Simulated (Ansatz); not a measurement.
**Grüneisen parameters and expansion of Mo (Im-3m)**

Aim: how the vibrations of Mo shift with volume, and the expansion that follows.

Method: DFT PBEsol, scalar-relativistic, plane waves, PAW; PAW set soft_1, in Ansatz 0.2.0.

## Step 1: Set-up

It takes space group Im-3m (No. 229, cubic). The conventional cell has a = 3.147 Å, b = 3.147 Å, c = 3.147 Å, α = 90.00°, β = 90.00°, γ = 90.00°. Nearest to Mo lie 8 Mo at 2.73 Å.

## Step 2: Probe on a coarse mesh

Before spending time, one coarse run tells the gap and the pressure of the starting cell.

input.yaml

```yaml
crystal:
  lattice:
    - [-1.573415, 1.573415, 1.573415]
    - [1.573415, -1.573415, 1.573415]
    - [1.573415, 1.573415, -1.573415]
  atoms:
    - { symbol: Mo, position: [0.0, 0.0, 0.0] }
kpoints:
  mp_grid: { grid: [8, 8, 8] }
hamiltonian:
  xc: pbesol
  pseudopotentials: { kind: paw, azcp: { folder: soft_1 }, xc_functional: pbe }
scf:
  occupations: { method: gaussian, width: 0.1 }
  lower_state_search: "off"
output:
  forces: true
  stress: true
  eigenvalues: true
```

Launch:

```console
ansatz run input.yaml --threads 8 --pin off --max-ram 16384MiB --backend cpu --events-out ev --progress --plain --runs-dir out
```

Numbers of over 12 decimals in the logs are rounded to 6 here.

Log:

```text
Engine: ansatz 0.2.0, aarch64-unknown-linux-gnu
Pseudopotentials: kind: paw
Pseudopotential: Mo, paw, valence charge 14, recommended cutoff 420 eV (normal), soft_1/Mo.paw.azcp
Functional definition: PBEsol
  exchange = pbesol_x
  correlation = pbesol_c
Crystal: 1 atoms, lattice volume = 15.581 Å³
Basis set: ecut = 420 eV, 321 PW (Γ), exchange–correlation on 40×40×40 points (8 copies of the dense FFT grid, shifted against one another)
Bands: 11, of which v1, the nominal top of the filled ones, is band 7 counted from 1 (6 counted from 0)
Symmetry: 48 space group operations
Space group: Im-3m (ITA 229), of the structure as read, at distance tolerance 2.5e-5 Å
k-points: 29 of 512
Non-local potential: Mo, projectors of the file, l = 0: 3, l = 1: 2, l = 2: 2, l = 3: 1
PAW form: soft (Blöchl's): semilocal exchange-correlation on the pseudo side does not see the compensation charge
PAW frozen core: Mo, regenerated for the run's functional, and the local potential with it (the file was generated under x = pbe(κ = 0.804, μ = 0.219515), c = pbe(β = 0.066725))
PAW one-centre angular grid: Mo, 590 points (default); XC on 64 Gauss nodes
Initial density: superposition of atomic densities (chi_scale 0.1, normalization cell)
Initial wavefunctions: pseudopotential atomic-orbital guess
Functional: x = pbesol(κ = 0.804, μ = 0.123457), c = pbesol(β = 0.046)
SCF iter   1: F=—  HF=-4898.217886 eV  |F-HF|=—  |Δ(HF+E_count)|=         —  Δρ=1.12e-1  dr2=1.95e0  ethr=3.10e-3  ⟨swp⟩=5.0  Hψ=1763  notcnv=0
preconditioner: auto → none  [insulator: Δε(μ)=0.469 eV  Ē_g=8.706 eV  σ=0.100 eV  W_gap=1.00  n_scr=0 (ndim 8)  ℏωp=23.0 eV  f_vac=0.000  D(μ)=0.00/eV (n_scr^D=0)  ε∞_Penn≈8.0]
SCF iter   2: F=—  HF=-4897.490488 eV  |F-HF|=—  |Δ(HF+E_count)|=   7.27e-1  Δρ=3.23e-2  dr2=5.47e-2  ethr=3.10e-3  ⟨swp⟩=2.1  Hψ=845  notcnv=0  defer=4
SCF iter   3: F=—  HF=-4897.479620 eV  |F-HF|=—  |Δ(HF+E_count)|=   1.09e-2  Δρ=1.34e-2  dr2=9.20e-3  ethr=3.90e-4  ⟨swp⟩=1.0  Hψ=339  notcnv=0  defer=4
SCF iter   4: F=—  HF=-4897.477795 eV  |F-HF|=—  |Δ(HF+E_count)|=   1.83e-3  Δρ=4.18e-4  dr2=6.86e-6  ethr=6.57e-5  ⟨swp⟩=1.1  Hψ=323  notcnv=0  defer=4
SCF iter   5: F=—  HF=-4897.477834 eV  |F-HF|=—  |Δ(HF+E_count)|=   3.98e-5  Δρ=1.21e-4  dr2=4.81e-7  ethr=4.90e-8  ⟨swp⟩=2.1  Hψ=519  notcnv=0  defer=4
SCF iter   6: F=-4897.477834 eV  HF=-4897.477834 eV  |F-HF|=3.15e-8  |Δ(HF+E_count)|=   1.35e-7  Δρ=3.41e-5  dr2=5.19e-8  ethr=7.14e-10  ⟨swp⟩=5.5  Hψ=1578  notcnv=0
SCF 1 converged in 6 iterations: F = -4897.477834 eV  dr2 = 5.19e-8
  greatest PAW one-centre occupation: 0.999 electrons in one spin orbital (limit 2), on the Mo atom at site 0 (counted from 0), in its partial waves of l = 0
SCF converged after 6 iterations
Free energy (F): -4897.477834 eV
Harris-Foulkes:  -4897.477834 eV  (|F-HF|=3.15e-8)
Internal energy: -4897.473496 eV  (E = F + TS)
E sigma→0 (E₀):  -4897.475665 eV
Entropy (-TS):   -0.004339 eV (-4.339 meV/atom)
Fermi energy:    20.889066 eV
--- Per-component energies (eV) ---
  E_band       = -55.657935
  E_kinetic    = 422.226141
  E_local      = -768.857214  (includes V_loc(G=0)·N_el)
  E_nonlocal   = 149.778702
  E_hartree    = 260.658041
  E_xc         = -175.310114
  E_vxc        = -219.343604  (∫ρ·V_xc dr)
  E_paw        = -3154.199609  (= ΣΔE_a)
  E_vpaw       = -160.774696  (= ΣTr[D̂ρ^β])
  E_aug_tail   = 0.000044  (compensation charges beyond the density's cutoff)
  E_ewald      = -1631.978787
  E_core_change = 0.209300  (= ΣΔE_core)
  E_smearing   = -0.004339  (= −TS)
  E_closure    = 0.000000  (closes the sum)
  Σ components = -4897.477834   (vs F -4897.477834, Δ=0.00e0)
--- Forces (eV/Å), atoms counted from 1 ---
  atom   1  Mo    -0.00000000     0.00000000    -0.00000000
  max |Σ_I F_I| component: 3.29e-32 eV/Å
--- Stress (GPa, compression-positive) ---
       -3.822675      -0.000000       0.000000
        0.000000      -3.822675       0.000000
       -0.000000      -0.000000      -3.822675
  P = ⅓ Tr σ = -3.8227 GPa (-38.227 kbar)
--- Band table (eV; the first three rows and the last of 29) ---
  k-point 0: bands = [... 3 lower, -13.4521, 13.7401, 19.6475, 19.6475, 19.6475, 22.6694, 22.6694, 35.6977]
  k-point 1: bands = [... 3 lower, -13.4538, 14.4027, 19.2813, 19.5562, 20.2935, 22.2334, 22.6885, 36.1149]
  k-point 2: bands = [... 3 lower, -13.4580, 15.7176, 18.5075, 19.4414, 22.0858, 22.1448, 22.8334, 35.7204]
  k-point 28: bands = [... 3 lower, -14.4326, 15.5332, 15.5332, 25.0414, 25.0414, 25.0414, 30.0629, 30.0629]
```

Elapsed: 0.81 s, on 8 threads of Arm Neoverse V2, shared host; peak memory 0.25 GiB.

Numbers from this step:

```
pressure          : -3.823 GPa
volume per atom   : 15.58 Å³/atom
gap on the k-mesh : 0 eV
```

The start is under -3.8 GPa at this level and looks like a metal on this mesh.

## Step 3: Relaxation

Phonons are second derivatives about a minimum, so cell and atoms are relaxed first, inside the symmetry of the start.

input.yaml, as its differences from that of step 2:

```diff
@@ -8,3 +8,3 @@
 kpoints:
-  mp_grid: { grid: [8, 8, 8] }
+  mp_grid: { grid: [18, 18, 18] }
 hamiltonian:
@@ -19 +19,6 @@
   eigenvalues: true
+relax:
+  adjacent_minimum: "off"
+  f_tol: 0.005
+  max_steps: 80
+  cell: { stress_tol: 0.05 }
```

Log:

```text
[...]
Crystal: 1 atoms, lattice volume = 15.581 Å³
Basis set: ecut = 420 eV, 321 PW (Γ), exchange–correlation on 40×40×40 points (8 copies of the dense FFT grid, shifted against one another)
Bands: 11, of which v1, the nominal top of the filled ones, is band 7 counted from 1 (6 counted from 0)
Symmetry: 48 space group operations
[...]
k-points: 195 of 5832
[...]
SCF iter   1: F=—  HF=-4898.221642 eV  |F-HF|=—  |Δ(HF+E_count)|=         —  Δρ=1.11e-1  dr2=1.92e0  ethr=3.10e-3  ⟨swp⟩=5.0  Hψ=11957  notcnv=0
[...]
SCF iter   6: F=-4897.498628 eV  HF=-4897.498628 eV  |F-HF|=2.51e-8  |Δ(HF+E_count)|=   1.21e-7  Δρ=3.15e-5  dr2=4.22e-8  ethr=7.14e-10  ⟨swp⟩=5.0  Hψ=10118  notcnv=0
SCF 1 converged in 6 iterations: F = -4897.498628 eV  dr2 = 4.22e-8
[...]
relax step   1: F+E_penalty+E_count = -4897.49862779 eV  Δ(F+E_penalty+E_count) = +0.000e0 eV  max|allowed force component| = 0.000e0 eV/Å  Δτ_max = 0.0000 Å  P = -4.510 GPa  Ω = 15.581 Å³  (6 SCF iters, dr2 threshold 1.00e-7 eV, accepted)
Crystal: 1 atoms, lattice volume = 14.822 Å³
[...]
iter 1 solved again at ethr=3.81e-6 eV; its pass at ethr=3.10e-3 eV (dr2=5.33e-4 eV) is discarded
[...]
SCF iter   5: F=-4897.487104 eV  HF=-4897.487104 eV  |F-HF|=8.26e-10  |Δ(HF+E_count)|=   1.09e-9  Δρ=9.53e-6  dr2=5.00e-9  ethr=2.34e-10  ⟨swp⟩=2.0  Hψ=6447  notcnv=0
SCF 2 converged in 5 iterations: F = -4897.487104 eV  dr2 = 5.00e-9
relax step   2: F+E_penalty+E_count = -4897.48710389 eV  Δ(F+E_penalty+E_count) = +1.152e-2 eV  max|allowed force component| = 0.000e0 eV/Å  Δτ_max = 0.0000 Å  P = +10.063 GPa  Ω = 14.822 Å³  energy of the carried Pulay correction = +1.093e-4 eV  (5 SCF iters, dr2 threshold 1.00e-7 eV, rejected (line search))
Crystal: 1 atoms, lattice volume = 15.338 Å³
[...]
SCF iter   7: F=-4897.502321 eV  HF=-4897.502321 eV  |F-HF|=1.82e-12  |Δ(HF+E_count)|=  2.73e-12  Δρ=4.96e-8  dr2=1.06e-13  ethr=1.00e-12  ⟨swp⟩=4.4  Hψ=7167  notcnv=0
SCF 3 converged in 7 iterations: F = -4897.502321 eV  dr2 = 1.06e-13
relax step   3: F+E_penalty+E_count = -4897.50232071 eV  Δ(F+E_penalty+E_count) = -3.693e-3 eV  max|allowed force component| = 0.000e0 eV/Å  Δτ_max = 0.0000 Å  P = -0.255 GPa  Ω = 15.338 Å³  energy of the carried Pulay correction = +3.441e-5 eV  (7 SCF iters, accepted)
[...]
relax step   4: F+E_penalty+E_count = -4897.50233381 eV  Δ(F+E_penalty+E_count) = -1.310e-5 eV  max|allowed force component| = 0.000e0 eV/Å  Δτ_max = 0.0000 Å  P = +0.008 GPa  Ω = 15.324 Å³  energy of the carried Pulay correction = +3.645e-5 eV  (2 SCF iters, dr2 threshold 1.00e-7 eV, accepted)
[...]
SCF iter   4: F=-4897.502296 eV  HF=-4897.502296 eV  |F-HF|=5.46e-12  |Δ(HF+E_count)|=  2.27e-11  Δρ=3.83e-7  dr2=5.26e-12  ethr=1.00e-12  ⟨swp⟩=5.0  Hψ=7694  notcnv=0
SCF 5 converged in 4 iterations: F = -4897.502296 eV  dr2 = 5.26e-12
relax step   5: F+E_penalty+E_count = -4897.50229608 eV  Δ(F+E_penalty+E_count) = +3.773e-5 eV  max|allowed force component| = 0.000e0 eV/Å  Δτ_max = 0.0000 Å  P = +0.009 GPa  Ω = 15.324 Å³  stress off target by 9.34e-3 GPa  SCF on the basis re-selected at this cell (its energy is not comparable with the rows above)  (4 SCF iters)
basis re-selected at this cell: Δ(F+E_penalty+E_count) = +3.773e-5 eV, ΔP = +0.001 GPa vs the last step (what re-selecting the basis moved, of the pressure what is left beyond the Pulay correction that the steps carried, after the strain that the cell walked since its last selection, with what the two solves' SCF thresholds leave and, on support functions, any second-order correction that the steps lacked; it is no measure of the basis error at this ecutwfc). This SCF's stress stands 9.34e-3 GPa from its target on what of the cell is left free (relax.cell.stress_tol is 5.00e-2 GPa) and its largest allowed force component is 0.00e0 eV/Å (relax.f_tol is 5.00e-3 eV/Å): [rest of the remark cut]
SCF converged after 4 iterations
Free energy (F): -4897.502296 eV
[...]
Internal energy: -4897.499958 eV  (E = F + TS)
E sigma→0 (E₀):  -4897.501127 eV
Entropy (-TS):   -0.002338 eV (-2.338 meV/atom)
Fermi energy:    21.456518 eV
[...]
--- Stress (GPa, compression-positive) ---
        0.009337      -0.000000       0.000000
       -0.000000       0.009337       0.000000
       -0.000000      -0.000000       0.009337
  P = ⅓ Tr σ = 0.0093 GPa (0.093 kbar)
--- Band table (eV; the first three rows and the last of 195) ---
  k-point 0: bands = [... 3 lower, -12.9957, 14.0983, 20.0309, 20.0309, 20.0309, 23.1163, 23.1163, 36.1303]
  k-point 1: bands = [... 3 lower, -12.9960, 14.2387, 19.9506, 20.0182, 20.1633, 22.9955, 23.1183, 36.2373]
  k-point 2: bands = [... 3 lower, -12.9972, 14.6390, 19.7279, 19.9616, 20.5550, 22.7308, 23.1295, 36.4966]
  k-point 194: bands = [... 3 lower, -14.0266, 15.8170, 15.8170, 25.5557, 25.5557, 25.5557, 30.6065, 30.6065]
--- Relaxed structure (4 steps of the walk, 3 accepted, 1 SCFs on fresh bases) ---
  F+E_penalty+E_count = -4897.50229608 eV   max|allowed force component| = 0.000e0 eV/Å   (the final SCF, on the basis selected at the relaxed cell)
  cell:  # Å, volume = 15.3235 Å³
    - [-1.564706, 1.564706, 1.564706]
    - [1.564706, -1.564706, 1.564706]
    - [1.564706, 1.564706, -1.564706]
  atoms:
    - { symbol: Mo, position: [0.0, 0.0, 0.0] }
```

Wall time 1.8 s (8 threads); peak memory 0.31 GiB.

Step by step:

| step | energy less that of the first step (eV) | largest force component (eV/Å) | pressure (GPa) | volume (Å³) |
| --- | --- | --- | --- | --- |
| 1 | 0.0000 | 0.0000 | -4.51 | 15.58 |
| 2 | 0.0115 | 0.0000 | 10.06 | 14.82 |
| 3 | -0.0037 | 0.0000 | -0.25 | 15.34 |
| 4 | -0.0037 | 0.0000 | 0.01 | 15.32 |
| 5* | -0.0037 | 0.0000 | 0.01 | 15.32 |

Relaxation steps marked * repeat the geometry before them on a plane-wave basis chosen anew for their cell, so energy and pressure can jump there. Relaxation step 2 was tried and not accepted.

| conventional cell, symmetrised | before | after | change |
| --- | --- | --- | --- |
| a (Å) | 3.147 | 3.129 | -0.6 % |
| b (Å) | 3.147 | 3.129 | -0.6 % |
| c (Å) | 3.147 | 3.129 | -0.6 % |
| volume (Å³/atom) | 15.58 | 15.32 | -1.7 % |

The relaxed structure:

```cif
data_structure
_symmetry_space_group_name_H-M 'P 1'
_symmetry_Int_Tables_number 1
_cell_length_a 2.7101
_cell_length_b 2.7101
_cell_length_c 2.7101
_cell_angle_alpha 109.471
_cell_angle_beta 109.471
_cell_angle_gamma 109.471
_cell_volume 15.32
loop_
_atom_site_label
_atom_site_type_symbol
_atom_site_fract_x
_atom_site_fract_y
_atom_site_fract_z
_atom_site_occupancy
Mo1 Mo 0.00000 0.00000 0.00000 1
```

Numbers from this step:

- pressure: 0.009337 GPa
- volume per atom: 15.32 Å³/atom

The relaxation ends with a pressure of 0.01 GPa.

## Step 4: Relaxing to small residual forces and stress

The relaxation is repeated with tighter thresholds on force and stress, since phonons are sensitive to what is left; a change of mesh or smearing in the input moves the cell too.

input.yaml, the sections that differ from step 3:

```yaml
crystal:
  lattice:
    - [-1.5647056952, 1.5647056952, 1.5647056952]
    - [1.5647056952, -1.5647056952, 1.5647056952]
    - [1.5647056952, 1.5647056952, -1.5647056952]
  atoms:
    - { symbol: Mo, position: [0.0, 0.0, 0.0] }
kpoints:
  mp_grid: { grid: [20, 20, 20] }
scf:
  occupations: { method: methfessel_paxton, width: 0.2 }
  lower_state_search: "off"
relax:
  adjacent_minimum: "off"
  f_tol: 0.001
  max_steps: 60
  cell: { stress_tol: 0.01 }
# hamiltonian, output: as in step 3
```

Log:

```text
[...]
Crystal: 1 atoms, lattice volume = 15.324 Å³
Basis set: ecut = 420 eV, 321 PW (Γ), exchange–correlation on 40×40×40 points (8 copies of the dense FFT grid, shifted against one another)
Bands: 11, of which v1, the nominal top of the filled ones, is band 7 counted from 1 (6 counted from 0)
Symmetry: 48 space group operations
[...]
k-points: 256 of 8000
[...]
k-point 255: bands = [... 3 lower, -14.0463, 15.8047, 15.8047, 25.5322, 25.5322, 25.5322, 30.5842, 30.5842]
--- Relaxed structure (3 steps of the walk, 2 accepted, 1 SCFs on fresh bases) ---
[...]
cell:  # Å, volume = 15.3337 Å³
    - [-1.565051, 1.565051, 1.565051]
    - [1.565051, -1.565051, 1.565051]
    - [1.565051, 1.565051, -1.565051]
  atoms:
    - { symbol: Mo, position: [0.0, 0.0, 0.0] }
[key lines of the parts left out:]
SCF converged after 3 iterations
Free energy (F): -4897.504207 eV
Fermi energy:    21.438381 eV
P = ⅓ Tr σ = 0.0006 GPa (0.006 kbar)
```

It took 1.8 s on 8 threads; peak memory 0.33 GiB; 10 s of CPU time.

Little changed from the start: no atom moved by 0.005 Å and no cell edge by 0.1 %.

Numbers from this step:

- pressure: 6.32e-4 GPa
- volume per atom: 15.33 Å³/atom

The residual pressure is 6.3e-4 GPa, small enough for phonons.

(Continued in part 2 of 3.)

[Logs are printed without paths, hosts, clocks, repeated set-up lines and the standing remarks that a program may print on its own settings, such as how far it seeks lower states.]

[Hosts, paths, dates, database ids (printed as entryN), source tags and the programs' standing remarks are cut or masked in the printed files.]

[A step with changed settings may run another functional than the one named; its input shows which.]

[Of the runs on displaced cells, only some may be shown.]
